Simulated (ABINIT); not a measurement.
Computed results, one entry a study.

A GW chain in ABINIT: GaP (F-43m). Symmetry: F-43m, No. 216, cubic system. The conventional cell has a = 5.450 Å, b = 5.450 Å, c = 5.450 Å, α = 90.00°, β = 90.00°, γ = 90.00°. Nearest to Ga lie 4 P at 2.36 Å. P has 4 Ga at 2.36 Å nearest. Farther neighbours, and contacts between anions beyond the nearest, are not listed. The calculation used RPA screening on PBE, plane waves, norm-conserving pseudopotentials (and 2 further levels or steps) in ABINIT 10.8.3, with cutoff 36 Ha, PseudoDojo scalar-relativistic 0.4.1 standard, norm-conserving, ngkpt (4, 4, 4), nband 46, ecuteps 3.9 Ha, inclvkb 2, shiftk (0, 0, 0), symchi 1, awtr 1, frequency ppm, 4×4×4 k-mesh. The PBE gap is 1.59 eV, indirect. The G0W0 gap on the mesh is 2.01 eV. The G0W0 gap over the zone (rigid shift) is 1.95 eV. The GW settings are 4×4×4 mesh, 46 bands, screening to 106.1 eV, Godby-Needs plasmon pole and the known limits are short of the basis limit; exchange with frozen shells missing; no spin-orbit coupling; coarse k mesh. It took 5 runs, 33 s in all on 4 MPI ranks of Arm Neoverse V2, shared host. G0W0 moves the gap on the mesh from 1.65 eV to 2.01 eV (+0.36 eV), with Z of 0.78 and 0.81 at the edges. The mesh misses the band edges by 0.06 eV in all; a rigid shift gives 1.95 eV for the zone. The cell and positions come from the Crystallography Open Database and are kept as given unless a step says otherwise. Limits: no spin-orbit coupling. Local fields lower the RPA ε∞ on this mesh from 19.59 to 18.02; a Γ-centred mesh this coarse tends to raise both, most where the direct gap is narrow, while a short band sum lowers them. The 4×4×4 mesh is coarse for this cell, which bears on the long-range parts of exchange and screening. The norm-conserving file of at least one element keeps a d shell over frozen s and p shells of the same row. Exchange with those shells is missing from the self-energy, an error of 0.3 to 0.9 eV in cases checked, whose sign depends on which edge lies on those atoms.

```xyz
2
Lattice="0.0000 2.7252 2.7252 2.7252 0.0000 2.7252 2.7252 2.7252 0.0000" Properties=species:S:1:pos:R:3 pbc="T T T"
Ga    0.0000    0.0000    0.0000
P     1.3626    1.3626    1.3626
```

Quasiparticle gap of LiF (Griceite) in ABINIT. The structure is cubic, space group Fm-3m (No. 225). The conventional cell has a = 4.028 Å, b = 4.028 Å, c = 4.028 Å, α = 90.00°, β = 90.00°, γ = 90.00°. Li has 6 F at 2.01 Å nearest. F has 6 Li at 2.01 Å nearest. Farther neighbours, and contacts between anions beyond the nearest, are not listed. The calculation used RPA screening on LDA, plane waves, norm-conserving pseudopotentials (and 2 further levels or steps) in ABINIT 10.8.3, with cutoff 36 Ha, PseudoDojo scalar-relativistic 0.4.1 standard, norm-conserving, ngkpt (6, 6, 6), nband 17, ecuteps 4 Ha, inclvkb 2, shiftk (0, 0, 0), symchi 1, awtr 1, frequency ppm, 6×6×6 k-mesh. The LDA gap is 8.86 eV, indirect (only 1 meV under the direct gap) and the G0W0 gap on the mesh is 13.65 eV. The GW settings are 6×6×6 mesh, 17 bands, screening to 108.8 eV, Godby-Needs plasmon pole and the known limits are short of the basis limit. It took 5 runs, 13 s in all on 4 MPI ranks of Arm Neoverse V2, shared host. G0W0 moves the gap on the mesh from 8.86 eV to 13.65 eV (+4.78 eV), with Z of 0.83 and 0.89 at the edges. Local fields lower the RPA ε∞ on this mesh from 2.09 to 2.01. The cell and positions come from the Crystallography Open Database and are kept as given unless a step says otherwise.

```
Li F
1.0
     0.00000    2.01400    2.01400
     2.01400    0.00000    2.01400
     2.01400    2.01400    0.00000
Li F
1 1
Direct
  0.00000 0.00000 0.00000
  0.50000 0.50000 0.50000
```

[Long decimals in the printed logs are rounded to 6 places.]

[Logs are printed without paths, hosts, clocks, repeated set-up lines and the standing remarks that a program may print on its own settings, such as how far it seeks lower states.]

[Paths, hosts, dates, memory and timing lines, banners, echoed tables and standing remarks are left out of the program output; an Ansatz launch command may be rebuilt from the run's recorded settings. Measured values are a selection of at most five: reports struck by readers or far from the other reports are left out. None is set beside runs whose start may be inverted or whose files or cutoffs have a known fault.]

[Runs of the session that timed out or met a known fault of the program may be left out.]

[Hosts, paths, dates, database ids (printed as entryN), source tags and the programs' standing remarks are cut or masked in the printed files.]

[G0W0 gaps are taken among the corrected bands and points alone; a level outside them can change the order at an edge.]

[Where Ansatz stands beside ABINIT at settings called matched, ABINIT's density can come from a denser mesh and the files from another edition; pairs whose starting gaps differed by over 0.03 eV were left out, so agreement reads better than it is.]
